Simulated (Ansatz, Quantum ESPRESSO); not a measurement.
# Complex bands of CaO, rock salt type, lattice constant set to 4.909 Å, part 2 of 3

Wanted: the complex band structure of CaO, rock salt type, lattice constant set to 4.909 Å, as for a tunnel barrier.

Quantum ESPRESSO 7.5; plane-wave DFT, LDA, GBRV ultrasoft pseudopotentials; cross-check by Ansatz 0.2.0 with PAW datasets.

So far. Step 2 (SCF with pw.x): The run needed 14 iterations to bring the estimated error under 1e-09 Ry.

## (3) Complex band structure

Level of this step: complex band structure by pwcond; plane-wave DFT, LDA, GBRV ultrasoft pseudopotentials (Quantum ESPRESSO).

ikind = 0 solves one period of the crystal for all kz, real and complex, at each energy and k across. ewind and epsproj trim the two-dimensional plane-wave basis; nz1 sets the subslabs.

cbs.in reads:

```
&inputcond
  outdir = './out'
  prefixl = 'scf'
  band_file = 'cbs'
  ikind = 0
  ewind = 4.0
  epsproj = 1e-05
  nz1 = 7
  energy0 = 7.44
  denergy = -0.24
/
4
  0.00000000 0.00000000 1.00000000
  0.50000000 0.00000000 1.00000000
  0.50000000 0.50000000 1.00000000
  0.25000000 0.00000000 1.00000000
40
```

Command:

```bash
$ OMP_NUM_THREADS=1 mpirun -n 2 pwcond.x -in cbs.in > cbs.out
```

What it wrote:

```text
[banner, memory and clock lines left out]
Program PWCOND v.7.5 starts

          URL

     ./out/scf.save/

     IMPORTANT: XC functional enforced from input :
     Exchange-correlation= PZ
                           (   1   1   0   0   0   0   0)
     Any further DFT definition will be discarded
     Please, verify this is what you really want

     Check: negative core charge=   -0.000003
     Reading collected, re-writing distributed wavefunctions

===== INPUT FILE containing the left lead =====

     GEOMETRY:

     lattice parameter (alat)  =       6.5596  a.u.
     the volume                =     399.1588 (a.u.)^3
     the cross section         =      43.0283 (a.u.)^2
     l of the unit cell        =       1.4142 (alat)
     number of atoms/cell      =            4
     number of atomic types    =            2

     crystal axes: (cart. coord. in units of alat)
               a(1) = (  1.0000  0.0000  0.0000 )
               a(2) = (  0.0000  1.0000  0.0000 )
               a(3) = (  0.0000  0.0000  1.4142 )

   Cartesian axes

     site n.     atom                  positions (alat units)
          1        Ca     tau(  1)=(  0.0000  0.0000  1.4142  )
          2        O      tau(  2)=(  0.5000  0.5000  1.4142  )
          3        Ca     tau(  3)=(  0.5000  0.5000  0.7071  )
          4        O      tau(  4)=(  0.0000  0.0000  0.7071  )

     nr1s                      =           27
     nr2s                      =           27
     nr3s                      =           40
     nr1sx                     =           27
     nr2sx                     =           27
     nr3sx                     =           40
     nr1                       =           30
     nr2                       =           30
     nr3                       =           45
     nr1x                      =           30
     nr2x                      =           30
     nr3x                      =           45

 _______________________________
  Radii of nonlocal spheres:

     type       ibeta     ang. mom.          radius (alat units)
       Ca         1         0                    0.3067
       Ca         2         0                    0.3067
       Ca         3         1                    0.3067
       Ca         4         1                    0.3067
       Ca         5         2                    0.3067
       Ca         6         2                    0.3067
       O          1         0                    0.1910
       O          2         0                    0.1910
       O          3         1                    0.1910
       O          4         1                    0.1910
       O          5         2                    0.1910
----- General information -----

----- Complex band structure calculation -----

     nrx                       =           27
     nry                       =           27
     nz1                       =            7

     energy0               =         7.4E+00
     denergy               =        -2.4E-01
     nenergy               =         40
     ecut2d                =         4.0E+01
     ewind                 =         4.0E+00
     epsproj               =         1.0E-05

     number of k_|| points=    4
                       cryst. coord.
        k(    1) = (   0.0000000   0.0000000), wk =   0.2500000
        k(    2) = (   0.5000000   0.0000000), wk =   0.2500000
        k(    3) = (   0.5000000   0.5000000), wk =   0.2500000
        k(    4) = (   0.2500000   0.0000000), wk =   0.2500000
----- Information about left lead -----

     nocros                   =           31
     noins                    =           31
     norb                     =           93
     norbf                    =           93
     nrz                      =           40

      iorb      type   ibeta   ang. mom.   m       position (alat)
        1        1       1        0        1   taunew(   1)=(  0.0000  0.0000  0.0000)
        2        1       2        0        1   taunew(   2)=(  0.0000  0.0000  0.0000)
        3        1       3        1        1   taunew(   3)=(  0.0000  0.0000  0.0000)
        4        1       3        1        2   taunew(   4)=(  0.0000  0.0000  0.0000)
        5        1       3        1        3   taunew(   5)=(  0.0000  0.0000  0.0000)
        6        1       4        1        1   taunew(   6)=(  0.0000  0.0000  0.0000)
        7        1       4        1        2   taunew(   7)=(  0.0000  0.0000  0.0000)
        8        1       4        1        3   taunew(   8)=(  0.0000  0.0000  0.0000)
        9        1       5        2        1   taunew(   9)=(  0.0000  0.0000  0.0000)
       10        1       5        2        2   taunew(  10)=(  0.0000  0.0000  0.0000)
       11        1       5        2        3   taunew(  11)=(  0.0000  0.0000  0.0000)
       12        1       5        2        4   taunew(  12)=(  0.0000  0.0000  0.0000)
       13        1       5        2        5   taunew(  13)=(  0.0000  0.0000  0.0000)
       14        1       6        2        1   taunew(  14)=(  0.0000  0.0000  0.0000)
       15        1       6        2        2   taunew(  15)=(  0.0000  0.0000  0.0000)
       16        1       6        2        3   taunew(  16)=(  0.0000  0.0000  0.0000)
       17        1       6        2        4   taunew(  17)=(  0.0000  0.0000  0.0000)
       18        1       6        2        5   taunew(  18)=(  0.0000  0.0000  0.0000)
       19        2       1        0        1   taunew(  19)=(  0.5000  0.5000  0.0000)
       20        2       2        0        1   taunew(  20)=(  0.5000  0.5000  0.0000)
       21        2       3        1        1   taunew(  21)=(  0.5000  0.5000  0.0000)
       22        2       3        1        2   taunew(  22)=(  0.5000  0.5000  0.0000)
       23        2       3        1        3   taunew(  23)=(  0.5000  0.5000  0.0000)
       24        2       4        1        1   taunew(  24)=(  0.5000  0.5000  0.0000)
       25        2       4        1        2   taunew(  25)=(  0.5000  0.5000  0.0000)
       26        2       4        1        3   taunew(  26)=(  0.5000  0.5000  0.0000)
       27        2       5        2        1   taunew(  27)=(  0.5000  0.5000  0.0000)
       28        2       5        2        2   taunew(  28)=(  0.5000  0.5000  0.0000)
       29        2       5        2        3   taunew(  29)=(  0.5000  0.5000  0.0000)
       30        2       5        2        4   taunew(  30)=(  0.5000  0.5000  0.0000)
       31        2       5        2        5   taunew(  31)=(  0.5000  0.5000  0.0000)
       32        1       1        0        1   taunew(  32)=(  0.5000  0.5000  0.7071)
       33        1       2        0        1   taunew(  33)=(  0.5000  0.5000  0.7071)
       34        1       3        1        1   taunew(  34)=(  0.5000  0.5000  0.7071)
       35        1       3        1        2   taunew(  35)=(  0.5000  0.5000  0.7071)
       36        1       3        1        3   taunew(  36)=(  0.5000  0.5000  0.7071)
       37        1       4        1        1   taunew(  37)=(  0.5000  0.5000  0.7071)
       38        1       4        1        2   taunew(  38)=(  0.5000  0.5000  0.7071)
       39        1       4        1        3   taunew(  39)=(  0.5000  0.5000  0.7071)
       40        1       5        2        1   taunew(  40)=(  0.5000  0.5000  0.7071)
       41        1       5        2        2   taunew(  41)=(  0.5000  0.5000  0.7071)
       42        1       5        2        3   taunew(  42)=(  0.5000  0.5000  0.7071)
       43        1       5        2        4   taunew(  43)=(  0.5000  0.5000  0.7071)
       44        1       5        2        5   taunew(  44)=(  0.5000  0.5000  0.7071)
       45        1       6        2        1   taunew(  45)=(  0.5000  0.5000  0.7071)
       46        1       6        2        2   taunew(  46)=(  0.5000  0.5000  0.7071)
       47        1       6        2        3   taunew(  47)=(  0.5000  0.5000  0.7071)
       48        1       6        2        4   taunew(  48)=(  0.5000  0.5000  0.7071)
       49        1       6        2        5   taunew(  49)=(  0.5000  0.5000  0.7071)
       50        2       1        0        1   taunew(  50)=(  0.0000  0.0000  0.7071)
       51        2       2        0        1   taunew(  51)=(  0.0000  0.0000  0.7071)
       52        2       3        1        1   taunew(  52)=(  0.0000  0.0000  0.7071)
       53        2       3        1        2   taunew(  53)=(  0.0000  0.0000  0.7071)
       54        2       3        1        3   taunew(  54)=(  0.0000  0.0000  0.7071)
       55        2       4        1        1   taunew(  55)=(  0.0000  0.0000  0.7071)
       56        2       4        1        2   taunew(  56)=(  0.0000  0.0000  0.7071)
       57        2       4        1        3   taunew(  57)=(  0.0000  0.0000  0.7071)
       58        2       5        2        1   taunew(  58)=(  0.0000  0.0000  0.7071)
       59        2       5        2        2   taunew(  59)=(  0.0000  0.0000  0.7071)
       60        2       5        2        3   taunew(  60)=(  0.0000  0.0000  0.7071)
       61        2       5        2        4   taunew(  61)=(  0.0000  0.0000  0.7071)
       62        2       5        2        5   taunew(  62)=(  0.0000  0.0000  0.7071)
       63        1       1        0        1   taunew(  63)=(  0.0000  0.0000  1.4142)
       64        1       2        0        1   taunew(  64)=(  0.0000  0.0000  1.4142)
       65        1       3        1        1   taunew(  65)=(  0.0000  0.0000  1.4142)
       66        1       3        1        2   taunew(  66)=(  0.0000  0.0000  1.4142)
       67        1       3        1        3   taunew(  67)=(  0.0000  0.0000  1.4142)
       68        1       4        1        1   taunew(  68)=(  0.0000  0.0000  1.4142)
       69        1       4        1        2   taunew(  69)=(  0.0000  0.0000  1.4142)
       70        1       4        1        3   taunew(  70)=(  0.0000  0.0000  1.4142)
       71        1       5        2        1   taunew(  71)=(  0.0000  0.0000  1.4142)
       72        1       5        2        2   taunew(  72)=(  0.0000  0.0000  1.4142)
       73        1       5        2        3   taunew(  73)=(  0.0000  0.0000  1.4142)
       74        1       5        2        4   taunew(  74)=(  0.0000  0.0000  1.4142)
       75        1       5        2        5   taunew(  75)=(  0.0000  0.0000  1.4142)
       76        1       6        2        1   taunew(  76)=(  0.0000  0.0000  1.4142)
       77        1       6        2        2   taunew(  77)=(  0.0000  0.0000  1.4142)
       78        1       6        2        3   taunew(  78)=(  0.0000  0.0000  1.4142)
       79        1       6        2        4   taunew(  79)=(  0.0000  0.0000  1.4142)
       80        1       6        2        5   taunew(  80)=(  0.0000  0.0000  1.4142)
       81        2       1        0        1   taunew(  81)=(  0.5000  0.5000  1.4142)
       82        2       2        0        1   taunew(  82)=(  0.5000  0.5000  1.4142)
       83        2       3        1        1   taunew(  83)=(  0.5000  0.5000  1.4142)
       84        2       3        1        2   taunew(  84)=(  0.5000  0.5000  1.4142)
       85        2       3        1        3   taunew(  85)=(  0.5000  0.5000  1.4142)
       86        2       4        1        1   taunew(  86)=(  0.5000  0.5000  1.4142)
       87        2       4        1        2   taunew(  87)=(  0.5000  0.5000  1.4142)
       88        2       4        1        3   taunew(  88)=(  0.5000  0.5000  1.4142)
       89        2       5        2        1   taunew(  89)=(  0.5000  0.5000  1.4142)
       90        2       5        2        2   taunew(  90)=(  0.5000  0.5000  1.4142)
       91        2       5        2        3   taunew(  91)=(  0.5000  0.5000  1.4142)
       92        2       5        2        4   taunew(  92)=(  0.5000  0.5000  1.4142)
       93        2       5        2        5   taunew(  93)=(  0.5000  0.5000  1.4142)
 ngper, shell number =          137          22
 ngper, n2d =          137          83
---  E-Ef =    7.4400000  k =    0.0000000   0.0000000
---  ie =          1  ik =          1
 Nchannels of the left tip =            5
 Right moving states:
   k1(2pi/a)   k2(2pi/a)   E-Ef (eV)
   0.0324712  -0.0000000   7.4400000
   0.0743570  -0.0000000   7.4400000
  -0.1392861  -0.0000000   7.4400000
   0.4469485   0.0000000   7.4400000
   0.4469485   0.0000000   7.4400000
 Left moving states:
   k1(2pi/a)   k2(2pi/a)   E-Ef (eV)
  -0.0324712  -0.0000000   7.4400000
  -0.0743570  -0.0000000   7.4400000
   0.1392860  -0.0000000   7.4400000
  -0.4469485  -0.0000000   7.4400000
  -0.4469485  -0.0000000   7.4400000

---  E-Ef =    7.2000000  k =    0.0000000   0.0000000
---  ie =          2  ik =          1
 Nchannels of the left tip =            3
 Right moving states:
   k1(2pi/a)   k2(2pi/a)   E-Ef (eV)
  -0.2286803  -0.0000000   7.2000000
   0.3996869  -0.0000000   7.2000000
   0.3996869  -0.0000000   7.2000000
 Left moving states:
   k1(2pi/a)   k2(2pi/a)   E-Ef (eV)
   0.2286802  -0.0000000   7.2000000
  -0.3996869  -0.0000000   7.2000000
  -0.3996869  -0.0000000   7.2000000
[... further energies and points left out ...]
---  E-Ef =   -1.6800000  k =    0.2500000   0.0000000
---  ie =         39  ik =          4
 Nchannels of the left tip =            2
 Right moving states:
   k1(2pi/a)   k2(2pi/a)   E-Ef (eV)
  -0.2097483   0.0000000  -1.6800000
  -0.3206319   0.0000000  -1.6800000
 Left moving states:
   k1(2pi/a)   k2(2pi/a)   E-Ef (eV)
   0.2097484   0.0000000  -1.6800000
   0.3206318   0.0000000  -1.6800000

---  E-Ef =   -1.9200000  k =    0.2500000   0.0000000
---  ie =         40  ik =          4
 Nchannels of the left tip =            2
 Right moving states:
   k1(2pi/a)   k2(2pi/a)   E-Ef (eV)
  -0.3411097   0.0000000  -1.9200000
  -0.4385794  -0.0000000  -1.9200000
 Left moving states:
   k1(2pi/a)   k2(2pi/a)   E-Ef (eV)
   0.3411098   0.0000000  -1.9200000
   0.4385792  -0.0000000  -1.9200000

Note: The following floating-point exceptions are signalling: IEEE_UNDERFLOW_FLAG IEEE_DENORMAL
Note: The following floating-point exceptions are signalling: IEEE_UNDERFLOW_FLAG IEEE_DENORMAL
```

The job ended after 70 s (2 MPI ranks of Intel Xeon Platinum 8488C (Sapphire Rapids), shared host; peak memory 0.14 GiB; 2.3 min of CPU time).

Numbers from this step:

* peak of the smallest κ at the zone centre: 0.287 Å⁻¹
* energy of the peak at the zone centre: 2.16 eV
* peak of the smallest κ at (1/2, 0): 0.592 Å⁻¹
* peak of the smallest κ at (1/2, 1/2): 0.395 Å⁻¹
* peak of the smallest κ at (1/4, 0): 0.392 Å⁻¹

K across = (0, 0) in the cell's reciprocal vectors; values within 0.0025 1/Å of each other count once, columns are sorted by size at each energy, a dash where no further value was kept. The Im kz of the slowest decaying states by energy, zero at the highest filled level of the SCF mesh:

```tsv
energy (eV)	decay 1 (Å⁻¹)	decay 2 (Å⁻¹)	decay 3 (Å⁻¹)
-1.92	0.225	0.995	1.31
-1.44	0.901	1.26	1.50
-0.96	0.303	0.768	1.20
-0.48	0.409	0.481	1.14
-0.24	0.443	0.662	1.11
0.00	0.013	0.47	0.793
0.24	0.141	0.367	0.492
0.72	0.223	0.524	0.941
1.20	0.263	0.549	0.584
1.68	0.282	0.566	0.608
2.16	0.287	0.578	0.612
2.64	0.277	0.556	0.586
2.88	0.266	0.475	0.588
3.36	0.228	0.233	0.569
3.84	0.147	0.534	0.588
4.32	0.486	0.583	0.712
4.80	0.423	0.575	0.624
5.28	0.336	0.539	0.563
5.76	0.194	0.46	0.547
6.00	0.06	0.422	0.537
6.48	0.279	0.341	0.512
6.96	0.241	0.367	0.478
7.44	0.422	0.92	2.46
```

K across = (0, 0) in the cell's reciprocal vectors. The Re kz of states that move upwards by energy, zero at the highest filled level of the SCF mesh:

```tsv
energy (eV)	channel 1 (Å⁻¹)	channel 2 (Å⁻¹)	channel 3 (Å⁻¹)	channel 4 = channel 5 (Å⁻¹)
-1.92	-	-	-	-
-1.44	-0.532	-0.192	-	-
-0.96	-0.366	-	-	-
-0.48	-0.230	-	-	-
0.00	-0.0109	-0.0109	-	-
0.48	-	-	-	-
0.96	-	-	-	-
1.44	-	-	-	-
1.92	-	-	-	-
2.40	-	-	-	-
2.88	-	-	-	-
3.12	-	-	-	-
3.60	0.187	-	-	-
4.08	0.471	-	-	-
4.56	-0.627	0.239	-	-
5.04	-0.468	0.375	-	-
5.52	-0.304	0.506	-	-
6.00	0.0620	0.0620	0.636	-
6.48	-0.514	0.309	0.309	-
6.96	-0.375	0.449	0.449	-
7.44	-0.178	0.0416	0.0952	0.572
```

K across = (1/2, 0) in the cell's reciprocal vectors; values within 0.0025 1/Å of each other count once, columns are sorted by size at each energy, a dash where no further value was kept. Table of Im kz of the slowest decaying states by energy, zero at the highest filled level of the SCF mesh:

```tsv
energy (eV)	decay 1 (Å⁻¹)	decay 2 (Å⁻¹)	decay 3 (Å⁻¹)
-1.92	0.149	0.656	0.795
-1.68	0.29	0.572	0.716
-1.44	0.372	0.458	0.603
-1.20	0.263	0.385	0.438
-0.96	0.288	0.494	1.87
-0.72	0.226	0.538	0.542
-0.48	0.341	0.581	0.635
-0.24	0.398	0.61	0.692
0.00	0.435	0.631	0.73
0.24	0.461	0.646	0.757
0.72	0.499	0.662	0.791
0.96	0.513	0.664	0.801
1.20	0.525	0.663	0.809
1.44	0.535	0.659	0.813
1.68	0.545	0.652	0.815
1.92	0.555	0.641	0.815
2.16	0.567	0.625	0.813
2.40	0.592	0.81	1.56
2.64	0.587	0.805	1.53
2.88	0.581	0.799	1.51
3.12	0.573	0.791	1.48
3.36	0.563	0.782	1.45
3.60	0.552	0.772	1.43
3.84	0.539	0.76	1.40
4.08	0.525	0.747	1.36
4.32	0.508	0.733	1.33
4.56	0.489	0.717	1.30
4.80	0.468	0.7	1.26
5.28	0.414	0.659	1.18
5.52	0.378	0.635	1.13
5.76	0.334	0.609	1.08
6.00	0.269	0.579	1.02
6.24	0.279	0.545	0.954
6.48	0.249	0.506	0.866
6.72	0.129	0.154	0.458
6.96	0.398	0.427	0.557
7.20	0.315	0.396	0.65
7.44	0.167	0.304	0.767
```

K across = (1/2, 1/2) in the cell's reciprocal vectors; values within 0.0025 1/Å of each other count once, columns are sorted by size at each energy, a dash where no further value was kept. The Im kz of the slowest decaying states by energy, zero at the highest filled level of the SCF mesh:

```tsv
energy (eV)	decay 1 (Å⁻¹)	decay 2 (Å⁻¹)	decay 3 (Å⁻¹)
-1.92	0.358	0.807	1.99
-1.68	0.299	0.724	1.97
-1.20	0.863	1.93	2.29
-0.96	0.947	1.91	2.27
-0.72	0.999	1.89	2.26
-0.24	0.158	0.194	1.06
0.00	0.244	0.288	1.09
0.24	0.296	0.338	1.10
0.72	0.363	0.385	1.13
0.96	0.386	0.393	1.14
1.20	0.395	0.405	1.15
1.68	0.382	0.432	1.16
1.92	0.368	0.442	1.16
2.16	0.349	0.45	1.16
2.64	0.295	0.461	1.17
2.88	0.256	0.464	1.17
3.36	0.129	0.467	1.16
3.60	0.466	1.16	1.47
3.84	0.464	1.16	1.44
4.32	0.457	1.15	1.38
4.56	0.452	1.14	1.34
4.80	0.445	1.14	1.31
5.28	0.427	1.12	1.24
5.52	0.416	1.12	1.2
5.76	0.403	1.11	1.16
6.24	0.371	1.07	1.10
6.48	0.35	1.02	1.09
6.72	0.324	0.964	1.08
7.20	0.244	0.83	1.06
7.44	0.162	0.742	1.06
```

K across = (1/4, 0) in the cell's reciprocal vectors; values within 0.0025 1/Å of each other count once, columns are sorted by size at each energy, a dash where no further value was kept. Im kz of the slowest decaying states against energy, zero at the highest filled level of the SCF mesh:

```tsv
energy (eV)	decay 1 (Å⁻¹)	decay 2 (Å⁻¹)	decay 3 (Å⁻¹)
-1.92	0.813	0.897	1.51
-1.44	0.667	0.772	1.46
-0.96	0.228	0.451	0.536
-0.48	0.194	0.441	0.505
-0.24	0.073	0.439	0.5
0.00	0.206	0.51	0.534
0.24	0.263	0.521	0.578
0.72	0.326	0.543	0.612
1.20	0.361	0.56	0.625
1.68	0.381	0.572	0.624
2.16	0.391	0.58	0.612
2.64	0.392	0.585	0.591
2.88	0.39	0.577	0.586
3.36	0.381	0.542	0.585
3.84	0.363	0.497	0.582
4.32	0.334	0.44	0.533
4.80	0.231	0.286	0.364
5.28	0.186	0.261	0.439
5.76	0.345	0.541	0.739
6.00	0.066	0.279	0.533
6.48	0.174	0.524	0.635
6.96	0.061	0.485	0.539
7.44	0.358	0.483	0.759
```

The program's own clock; routines nest. Time by routine:

```tsv
routine	wall time (s)	calls
PWCOND	68.97	1
scatter_forw	43.94	160
compbs	23.96	160
compbs_2	22.39	160
local	0.55	4
init	0.5	1
poten	0.08	1
```

(Continued in part 3 of 3.)

[Logs are printed without paths, hosts, clocks, repeated set-up lines and the standing remarks that a program may print on its own settings, such as how far it seeks lower states.]

[Hosts, paths, dates, database ids (printed as entryN), source tags and the programs' standing remarks are cut or masked in the printed files.]

[Maps of the electrostatic potential energy from Ansatz leave out the sawtooth potential of an applied field or a dipole correction, so their vacuum need not be flat; planar profiles and work functions include it.]
